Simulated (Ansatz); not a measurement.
# Electron–phonon scattering in Sc (P6_3/mmc), part 3 of 3

The plan: relax Sc (P6_3/mmc), check its phonons, and, if the lattice is stable, compute its Eliashberg function and ρ(T).

Ansatz 0.2.0; DFT PBE, scalar-relativistic, plane waves, PAW.

So far, log mean phonon energy ħω_log (meV): step 5 (coupling and resistivity: q 2×2×2, k 6×6×4, scattering 8×8×8) 18.6; step 6 (k-mesh 9×9×4, scattering mesh 12×12×8, q mesh 3×3×2) 17.3. Also resistivity at 300 K (μΩ cm): step 5 49.0; step 6 56.5. The relaxed cell has a = 3.319, c = 5.161 Å (conventional setting).

### 7. Resistivity: q 3×3×2, k 9×9×6, scattering 18×18×8

The next rung changes the k mesh of the density and its response; the scattering mesh, which samples the Fermi surface.

input.yaml reads:

```yaml
crystal:
  lattice:
    - [3.3192864462, 0.0, 0.0]
    - [-1.6596432231, 2.8745863848, 0.0]
    - [0.0, 0.0, 5.1607353771]
  atoms:
    - { symbol: Sc, position: [0.3333333333, 0.6666666667, 0.25] }
    - { symbol: Sc, position: [0.6666666667, 0.3333333333, 0.75] }
kpoints:
  mp_grid: { grid: [9, 9, 6] }
hamiltonian:
  xc: pbe
scf:
  occupations: { method: methfessel_paxton, width: 0.2 }
output:
  eigenvalues: true
phonons:
  method: dfpt
  qmesh: [3, 3, 2]
  temperatures: { t_max: 1000, t_step: 50 }
  qpath:
    path:
      - [[0.0, 0.0, 0.0], [0.5, 0.0, 0.0], [0.33333333, 0.33333333, 0.0], [0.0, 0.0, 0.0], [0.0, 0.0, 0.5], [0.5, 0.0, 0.5], [0.33333333, 0.33333333, 0.5], [0.0, 0.0, 0.5]]
      - [[0.5, 0.0, 0.5], [0.5, 0.0, 0.0]]
      - [[0.33333333, 0.33333333, 0.5], [0.33333333, 0.33333333, 0.0]]
    npoints: 10
  electrical_resistivity:
    mesh: [18, 18, 8]
    temperatures: [20.0, 50.0, 80.0, 100.0, 150.0, 200.0, 273.0, 300.0, 400.0, 500.0, 600.0, 800.0]
  superconductivity: { mesh: [18, 18, 8] }
```

Started as:

```console
ansatz run input.yaml --threads 4 --pin off --max-ram 10240MiB --backend cpu --events-out ev --progress --plain --runs-dir out
```

Numbers of over 12 decimals in the logs are rounded to 6 here.

The log of the run:

```text
[...]
Crystal: 2 atoms, lattice volume = 49.242 Å³
Basis set: ecut = 420 eV, 965 PW (Γ), exchange–correlation on 48×48×72 points (8 copies of the dense FFT grid, shifted against one another)
Bands: 15, of which v1, the nominal top of the filled ones, is band 11 counted from 1 (10 counted from 0)
Symmetry: 24 space group operations
k-points: 48 of 486
[...]
0.13      1.318         1.341         1.190         1.193         1.407         1.406          1.406
      0.14      1.074         1.092         0.958         0.961         1.161         1.161          1.160
      0.16      0.673         0.683         0.587         0.591         0.760         0.762          0.760
      0.20      0.192         0.195         0.164         0.168         0.270         0.274          0.271
[...]
vibrations of 18 cells: unjudged by the run; compare a larger repeat
[...]
[key lines of the parts left out:]
SCF converged after 7 iterations
Free energy (F): -4271.619789 eV
Fermi energy:    9.262221 eV
```

It took 2.5 min on 4 threads of Arm Neoverse V2, shared host; peak memory 2.2 GiB; 9.5 min of CPU time.

This step gave:

```yaml
zero_point_energy: 0.05875 eV/cell
highest_frequency_solved_or_plainly_interpolated: 229.1 cm⁻¹
debye_temperature_second_moment: 303 K
resistivity_at_300_k: 53.8 μΩ cm, mean of the axes
coupling_constant_lambda: 0.4899
density_of_states_at_the_fermi_level: 2.026 states/eV a spin and cell
log_mean_phonon_energy_omega_log: 17.16 meV
transport_coupling_constant_lambda_tr: 0.5621, 0.5621, 0.5626 (xx, yy, zz)
drude_plasma_energy: 3.079, 3.079, 4.883 eV (xx, yy, zz)
resistivity_times_mean_free_path: 14.11, 14.11, 5.22 × 10⁻¹⁶ Ω m² (xx, yy, zz)
second_moment_phonon_energy_omega: 18.58 meV
coupling_lambda_by_branch: 0.132, 0.0981, 0.0722, 0.0716, 0.0679, 0.048 (branches by rank of frequency)
```

Solved on the 3×3×2 mesh alone; all other wavevectors are interpolated. The phonon branches at the labelled points (cm⁻¹):

| point | branch 1 | branch 2 | branch 3 | branch 4 | branch 5 | branch 6 |
| --- | --- | --- | --- | --- | --- | --- |
| Γ | 0 | 0 | 0 | 132 | 132 | 229 |
| halfway | 86 | 91 | 146 | 170 | 177 | 226 |
| M | 116 | 134 | 194 | 199 | 212 | 214 |
| halfway | 140 | 147 | 181 | 203 | 204 | 209 |
| K | 168 | 168 | 177 | 177 | 202 | 206 |
| halfway | 98 | 118 | 144 | 181 | 185 | 224 |
| Γ | 0 | 0 | 0 | 132 | 132 | 229 |
| halfway | 53 | 53 | 86 | 123 | 123 | 211 |
| A | 96 | 96 | 96 | 96 | 160 | 160 |
| halfway | 130 | 130 | 133 | 133 | 176 | 176 |
| L | 126 | 126 | 156 | 156 | 208 | 208 |
| halfway | 114 | 114 | 172 | 172 | 203 | 203 |
| H | 106 | 106 | 187 | 187 | 195 | 195 |
| halfway | 122 | 122 | 151 | 151 | 181 | 181 |
| A | 96 | 96 | 96 | 96 | 160 | 160 |
| jump to L | 126 | 126 | 156 | 156 | 208 | 208 |
| halfway | 121 | 127 | 170 | 186 | 210 | 212 |
| M | 116 | 134 | 194 | 199 | 212 | 214 |
| jump to H | 106 | 106 | 187 | 187 | 195 | 195 |
| halfway | 135 | 135 | 186 | 186 | 198 | 201 |
| K | 168 | 168 | 177 | 177 | 202 | 206 |

The phonon branches as a text plot (rows in cm⁻¹):

```
    224 |******          *******
    215 |      ****     *       *                        ****
    205 |      *  *******                *****          ***    **
    196 |     **** *    *        *      *     ****         ****
    186 |    ***  * * *  *             *      *** *       ** ***
    177 |    **    ***   **       *   *      *     *     *      *
    167 |   **      ****  *          *      *    *  **  * *     *
    158 |   *       *  **  *       **    ***      *   **
    148 |  *       *   ***  *     *     *          *    **     *
    138 |**     ***         **         *            *   **  *
    129 |      *  *     * *   **      *****          *    **  *
    119 |   *   **       *      **   *     **     ****  *****
    110 |     **                 *  **       *****    *      *
    100 |    *           ***      ***                  *
     91 |  *                      *
     81 |   *             *     *
     72 |   *              **    *
     62 | **               *
     53 |  *                *   *
     43 | *                 *
     33 |**                  * *
     24 |*                   * *
     14 |*
      5 |                     *
         Γ      M    K        Γ   A       L    H       A|L M|H  K
```

By its own test the run is not converged in the mesh. λ = 0.490 and 53.8 μΩ cm at 300 K, against 0.481 and 56.5 in the run with q 3×3×2, k 9×9×4, scattering 12×12×8 (+1.8 % and -4.9 %). The run's own test puts 35 % between its two finest meshes on the component of the resistivity at 300 K that moves most, more than that change.

### 8. Cost and result by level

Times are for 4 threads of Arm Neoverse V2, shared host. The series side by side:

| no. | run | resistivity at 300 K (μΩ cm, mean of the axes) | coupling constant λ | log mean phonon energy ħω_log (meV) | time | memory (GiB) |
| --- | --- | --- | --- | --- | --- | --- |
| 1 | q 2×2×2, k 6×6×4, scattering 8×8×8 | 48.96 | 0.4521 | 18.6 | 25 s | 0.58 |
| 2 | q 3×3×2, k 9×9×4, scattering 12×12×8 | 56.55 | 0.4813 | 17.29 | 1.8 min | 2.2 |
| 3 | q 3×3×2, k 9×9×6, scattering 18×18×8 | 53.8 | 0.4899 | 17.16 | 2.5 min | 2.2 |

The runs together, line α²F. Table of Eliashberg function α²F, α²F by phonon energy; read off at these points:

| phonon energy (meV) | q 2×2×2, k 6×6×4, scattering 8×8×8 | q 3×3×2, k 9×9×4, scattering 12×12×8 | q 3×3×2, k 9×9×6, scattering 18×18×8 |
| --- | --- | --- | --- |
| 1.0 | 0 | 0 | 0 |
| 2.0 | 4.1e-5 | 1.0e-4 | 1.1e-4 |
| 3.0 | 2.9e-4 | 4.0e-4 | 8.0e-4 |
| 4.0 | 8.9e-4 | 0.00161 | 0.00187 |
| 5.0 | 0.00248 | 0.00343 | 0.00368 |
| 6.0 | 0.00525 | 0.00609 | 0.00643 |
| 7.0 | 0.00890 | 0.00996 | 0.0103 |
| 8.0 | 0.0134 | 0.0147 | 0.0150 |
| 9.0 | 0.0191 | 0.0209 | 0.0213 |
| 10.0 | 0.0263 | 0.0301 | 0.0310 |
| 11.0 | 0.0381 | 0.0458 | 0.0484 |
| 12.0 | 0.0533 | 0.0773 | 0.0851 |
| 13.0 | 0.0750 | 0.221 | 0.305 |
| 13.4 | 0.0862 | 0.413 | 0.434 |
| 13.6 | 0.0926 | 0.431 | 0.405 |
| 14.0 | 0.109 | 0.401 | 0.391 |
| 15.0 | 0.185 | 0.287 | 0.275 |
| 16.0 | 0.379 | 0.258 | 0.255 |
| 17.0 | 0.411 | 0.245 | 0.242 |
| 18.0 | 0.272 | 0.190 | 0.198 |
| 19.0 | 0.217 | 0.237 | 0.232 |
| 20.0 | 0.292 | 0.266 | 0.279 |
| 21.0 | 0.300 | 0.320 | 0.324 |
| 22.0 | 0.297 | 0.281 | 0.265 |
| 23.0 | 0.332 | 0.297 | 0.306 |
| 24.0 | 0.463 | 0.546 | 0.535 |
| 24.1 | 0.499 | 0.575 | 0.565 |
| 24.4 | 0.581 | 0.510 | 0.491 |
| 25.0 | 0.460 | 0.364 | 0.381 |
| 26.0 | 0.255 | 0.174 | 0.176 |
| 26.4 | 0.287 | 0.127 | 0.131 |
| 27.0 | 0.144 | 0.0694 | 0.0655 |
| 28.0 | 0.0369 | 0.0228 | 0.0215 |

### 9. Electron–phonon run: q 6×6×3, k 12×12×6, scattering 24×24×12

The next rung changes the q mesh, which sets the reach of the force constants and couplings; the k mesh of the density and its response; the scattering mesh, which samples the Fermi surface.

Changes to input.yaml since step 7:

```diff
@@ -9,3 +9,3 @@
 kpoints:
-  mp_grid: { grid: [9, 9, 6] }
+  mp_grid: { grid: [12, 12, 6] }
 hamiltonian:
@@ -18,3 +18,3 @@
   method: dfpt
-  qmesh: [3, 3, 2]
+  qmesh: [6, 6, 3]
   temperatures: { t_max: 1000, t_step: 50 }
@@ -27,4 +27,4 @@
   electrical_resistivity:
-    mesh: [18, 18, 8]
+    mesh: [24, 24, 12]
     temperatures: [20.0, 50.0, 80.0, 100.0, 150.0, 200.0, 273.0, 300.0, 400.0, 500.0, 600.0, 800.0]
-  superconductivity: { mesh: [18, 18, 8] }
+  superconductivity: { mesh: [24, 24, 12] }
```

The log of the run:

```text
[the first part of the log is left out]
  Σ components = -4271.618833   (vs F -4271.618833, Δ=0.00e0)
--- Band table (eV; the first three rows and the last of 76) ---
  k-point 0: bands = ["-40.1471", "-40.0753", "-18.9736", "-18.6326", "-18.6326", "-18.5651", "-18.5651", "-18.5348", "4.1441", "7.6388", "9.8917", "10.8585", "10.8585", "11.1299", "11.3108"]
  k-point 1: bands = ["-40.1423", "-40.0802", "-18.9451", "-18.6281", "-18.6281", "-18.5697", "-18.5697", "-18.5652", "4.3320", "7.3726", "9.8315", "10.7721", "10.7721", "11.0044", "11.1971"]
  k-point 2: bands = ["-40.1292", "-40.0934", "-18.8668", "-18.6476", "-18.6158", "-18.6158", "-18.5821", "-18.5821", "4.8727", "6.6230", "9.9182", "10.6709", "10.7030", "10.7030", "10.9641"]
  k-point 75: bands = ["-40.0752", "-40.0752", "-18.8830", "-18.8830", "-18.7765", "-18.7765", "-18.6085", "-18.6085", "8.8593", "8.8593", "9.1375", "9.1375", "9.5302", "9.5302", "11.6625"]
--- Phonons (Γ-DFPT): 2 representative perturbations + reference (Σ response iterations 8) ---
  ASR residual: 1.678e-5 → 0.000e0 eV/Å²; symmetrization residual: 8.077e-12 eV/Å²
  ASR residual per site (eV/Å²): 1.68e-5 1.68e-5
  Γ frequencies (cm⁻¹): 0.00 0.00 0.00 131.98 131.98 228.12
--- Phonons (arbitrary-q DFPT): 14 irreducible q on the 6×6×3 mesh ---
  q = [0.0000, 0.0000, 0.0000] (star 1, of the zone-centre solve; hermiticity 2.45e-14, symmetrization 1.88e-12): -0.00 -0.00 0.00 131.98 131.98 228.12
  q = [0.0000, 0.0000, 0.3333] (star 2, 2 solved perturbations in 372 linear systems a pass and spin channel, the states on 258 of 864 k-point pairs; hermiticity 3.97e-12, symmetrization 1.31e-12): 64.66 64.66 116.30 116.30 116.71 193.20
  q = [0.0000, 0.1667, 0.0000] (star 6, 3 solved perturbations on 312 of 864 k-point pairs; hermiticity 1.52e-8, symmetrization 6.13e-14): 59.33 60.73 105.76 149.22 161.92 228.44
  q = [0.0000, 0.1667, 0.3333] (star 12, 3 solved perturbations on 468 of 864 k-point pairs; hermiticity 6.56e-8, symmetrization 5.71e-14): 90.57 92.89 133.52 139.89 144.94 194.21
  q = [0.0000, 0.3333, 0.0000] (star 6, 3 solved perturbations on 312 of 864 k-point pairs; hermiticity 6.36e-9, symmetrization 6.13e-14): 105.48 109.20 175.29 185.72 194.87 221.78
  q = [0.0000, 0.3333, 0.3333] (star 12, 3 solved perturbations on 468 of 864 k-point pairs; hermiticity 1.27e-8, symmetrization 8.05e-14): 108.86 125.76 155.34 163.90 188.75 198.05
  q = [0.0000, -0.5000, 0.0000] (star 3, 3 solved perturbations on 172 of 864 k-point pairs; hermiticity 4.24e-5, symmetrization 1.21e-5): 119.16 136.51 187.25 204.74 213.23 218.54
  q = [0.0000, -0.5000, 0.3333] (star 6, 3 solved perturbations on 258 of 864 k-point pairs; hermiticity 4.22e-5, symmetrization 1.13e-5): 116.21 138.03 155.51 179.66 187.31 210.34
  q = [0.1667, 0.1667, 0.0000] (star 6, 2 solved perturbations in 888 linear systems a pass and spin channel, the states on 576 of 864 k-point pairs; hermiticity 1.82e-8, symmetrization 1.24e-11): 98.97 106.96 145.88 177.43 191.42 222.69
  q = [0.1667, 0.1667, 0.3333] (star 12, 2 solved perturbations in 1332 linear systems a pass and spin channel, the states on 864 of 864 k-point pairs; hermiticity 1.39e-8, symmetrization 1.07e-11): 98.17 115.91 154.05 158.93 178.30 201.04
  q = [0.1667, 0.3333, 0.0000] (star 12, 3 solved perturbations on 576 of 864 k-point pairs; hermiticity 1.08e-8, symmetrization 2.02e-14): 136.95 139.33 174.13 198.61 208.26 209.07
  q = [0.1667, 0.3333, 0.3333] (star 24, 3 solved perturbations on 864 of 864 k-point pairs: no pair is spared here; hermiticity 8.10e-9, symmetrization 2.19e-14): 105.13 129.99 163.42 183.09 193.65 204.64
  q = [0.3333, 0.3333, 0.0000] (star 2, 2 solved perturbations in 436 linear systems a pass and spin channel, the states on 312 of 864 k-point pairs; hermiticity 1.72e-9, symmetrization 1.72e-9): 168.17 168.17 177.31 177.31 202.03 205.53
  q = [0.3333, 0.3333, 0.3333] (star 4, 2 solved perturbations in 654 linear systems a pass and spin channel, the states on 468 of 864 k-point pairs; hermiticity 1.37e-8, symmetrization 1.39e-9): 116.75 116.75 187.60 187.60 196.55 196.85
  sum rule: each row above includes the acoustic sum rule's correction from the zone centre's row sums; it moved no ω² by more than (0.32 cm⁻¹)²
  mesh force constants: q→R imaginary residual 5.73e-19; ASR residual 1.678e-5 → 0.000e0 eV/Å²; symmetrization residual 2.665e-15 eV/Å²
  interpolated dispersion: 93 rows × 6 modes
  density of states and harmonic sums: on the 24×24×12 q-mesh, interpolated from the force constants of a 6×6×3 supercell (no non-analytic term)
  largest difference from the sums on the solved wave vectors: F 7.78e-3 eV, S 1.01e-5 and C_V 2.42e-6 eV/K
  zero-point energy: 0.058261 eV/cell   skipped modes (ω ≤ 0): 3   left out of the sums: 7.23e-5 of the cell's modes: C_V's classical limit lies that fraction below 3 k_B per atom; for a crystal, a wire or a layer, F and S can be off by more, and a phonons.interpolated_qmesh denser along its periods is the remedy for the sampling
Error: memory limit exceeded: the `electron-phonon scattering` phase needs 10.66 GiB against the run's memory maximum of 10.00 GiB; largest carriers: interpolated states of the phonon self-energy 5.63 GiB, states on the mesh 3.69 GiB, wavevectors in flight 0.66 GiB, unmodelled-tail allowance 0.36 GiB, states that the phonons couple 0.20 GiB; what the electron–hole pairs' fine mesh holds in its smallest blocks grows w [...]
The harmonic force constants that this run solved are whole in <dir>
```

The job ended after 4.3 min (4 threads; peak memory 1.8 GiB).

The run ended with an error.

The program's message: “memory limit exceeded: the `electron-phonon scattering` phase needs 10.66 GiB against the run's memory maximum of 10.00 GiB; largest carriers: interpolated states of the phonon self-energy 5.63 GiB, s …”

The scattering step needs more memory than the run was given, so this mesh is out of reach here.

### 10. Outcome

* run: PBE, q 3×3×2, k 9×9×6, scattering 18×18×8
* coupling constant λ: 0.490
* log mean phonon energy ħω_log: 17.2 meV
* states at the Fermi level: 2.03 states/eV/spin/cell
* resistivity at 300 K: 67.3, 67.3, 26.8 μΩ cm (xx, yy, zz)
* Drude plasma energy: 3.08, 3.08, 4.88 eV (xx, yy, zz)
* resistivity times mean free path: 14.1, 14.1, 5.22 × 10⁻¹⁶ Ω m² (xx, yy, zz)
* change between its two finest scattering meshes: λ 7 %, resistivity at 300 K 35 %
* time of that run: 2.5 min

What this shows: On the last rung that gave a resistivity at the base settings (q 3×3×2, k 9×9×6, scattering 18×18×8), Sc (P6_3/mmc) has λ = 0.49 and a phonon-limited resistivity of 53.8 μΩ cm at 300 K. Across the runs of step 8 the resistivity at 300 K runs from 49.0 μΩ cm, mean of the axes (q 2×2×2, k 6×6×4, scattering 8×8×8) to 56.5 μΩ cm, mean of the axes (q 3×3×2, k 9×9×4, scattering 12×12×8), while the wall time spans a factor of 6.1. The coupling is moderate (λ = 0.49), so phonons raise the electrons' mass at the Fermi surface by about 49 %. At 800 K the mean free path from ρℓ/ρ falls to about 0.65 nm in the direction where it is shortest, a few atomic spacings, where real metals begin to saturate below the Boltzmann values. Values of ρ(T) under 50 K rest on the softest modes, mostly interpolated ones, and are the least sure of the table. The high-temperature form ρ = 2π k_B T λ_tr/(ħ ε₀ ω_p²) gives 71.6 μΩ cm along x at 300 K, against 67.3 from the Boltzmann equation. Conduction is anisotropic: the resistivity differs by a factor of 2.5 between the axes. The three lowest branches give 62 % of λ. By the run's own test, which takes the component that moves most, the resistivity at 300 K moves by 35 % between its two finest scattering meshes, so it is not converged. In the run quoted no mode is imaginary at the wavevectors of the 3×3×2 mesh; wavevectors off that mesh are interpolated. Only scattering by harmonic phonons counts; impurities, grain boundaries and thermal expansion are left out.

Comparison with the measured values:

| quantity | measured | q 2×2×2, fine 8×8×8 | q 3×3×2, fine 12×12×8 | q 3×3×2, fine 18×18×8 |
| --- | --- | --- | --- | --- |
| resistivity at 295 K (computed: phonon part alone; the measured value holds the sample's residual resistivity) (μΩ cm) | 56.2 | 48.03 (-14.5 %) | 55.50 (-1.2 %) | 52.78 (-6.1 %) |

Measured values from CRC Press, section 12, read from Wikipedia's data page (2003).

Verdict: For the resistivity at 295 K, of the levels listed nearest comes q 3×3×2, fine 12×12×8 (-1.2 %, good agreement) and farthest q 2×2×2, fine 8×8×8 (-14.5 %, fair agreement). Limits of convergence are named above.

[Logs are printed without paths, hosts, clocks, repeated set-up lines and the standing remarks that a program may print on its own settings, such as how far it seeks lower states.]

[Hosts, paths, dates, database ids (printed as entryN), source tags and the programs' standing remarks are cut or masked in the printed files.]
